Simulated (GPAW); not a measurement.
## WS2 (P6_3/mmc): refractive index against wavelength

The refractive index of WS2 (P6_3/mmc) along x below the direct gap (1.72 eV on the mesh) is read from one computed spectrum, n = √(Re ε). x, y and z are the Cartesian axes of the input cell.

Cell: a, b, c = 3.180, 3.180, 12.500 Å (primitive vectors), 6 atoms.

Method: GPAW 26.7.0, LDA, RPA, k-mesh 12×12×3, local fields up to 50 eV, Lorentzian half width 0.15 eV.

Launch of the response step: `OMP_NUM_THREADS=1 python df.py`. The run took 18.0 min, its band step included, on 1 thread of Intel(R) Xeon(R) Processor @ 2.50GHz (Skylake/Cascade Lake) (shared host).

| wavelength (nm) | photon energy E (eV) | n |
| --- | --- | --- |
| 3000 | 0.413 | 3.5801 |
| 2000 | 0.620 | 3.6097 |
| 1550 | 0.800 | 3.6475 |
| 1310 | 0.946 | ? |
| 1064 | 1.165 | 3.7696 |

In the single-oscillator model n² − 1 = E₀E_d/(E₀² − E²), so 1/(n² − 1) = E₀/E_d − E²/(E₀E_d) is linear in E².

Working, on the rows shown:

| x = E² (eV²) | y = 1/(n² − 1) |
| --- | --- |
| 0.170801 | 0.084623 |
| 0.384302 | 0.083126 |
| 0.639837 | 0.0812727 |
| 1.35784 | 0.0757009 |

Means: x̄ = 0.6382, ȳ = 0.081181. Σ(x − x̄)(y − ȳ) = -0.006046, Σ(x − x̄)² = 0.8008. Slope = -0.006046 / 0.8008 = -0.00755; intercept = ȳ − slope · x̄ = 0.085999. Turned back into n, the line misses the rows shown by at most 0.0022.

**Question.** Fill in the last column of the withheld row.

**Answer.** At x = 0.89576 the line gives y = 0.079236, that is 3.6906. The run gave 3.6879, so the interpolation is off by 0.0027, 1.4 % of the range in the table.

Refitted with all rows, the slope is -0.00752 and the intercept 0.086003. These give E₀ = √(intercept/−slope) = 3.38 eV and E_d = E₀/intercept = 39.3 eV; E₀ is 2.0 times the direct gap. The electronic limit at long wavelengths, without lattice vibrations, is n = √(1 + 1/intercept) = 3.554. The cell comes from an older database entry, whose edges can be off by a per cent or so. Excitons are left out; LDA gaps are as a rule too small. The values come from a sum over the points of one k-mesh and carry its error, which grows as the direct gap shrinks. This version of GPAW has incomplete matrix elements in the optical limit, which can lower ε − 1 by up to a tenth where first-row anions or d states rule. Spin-orbit coupling is left out.
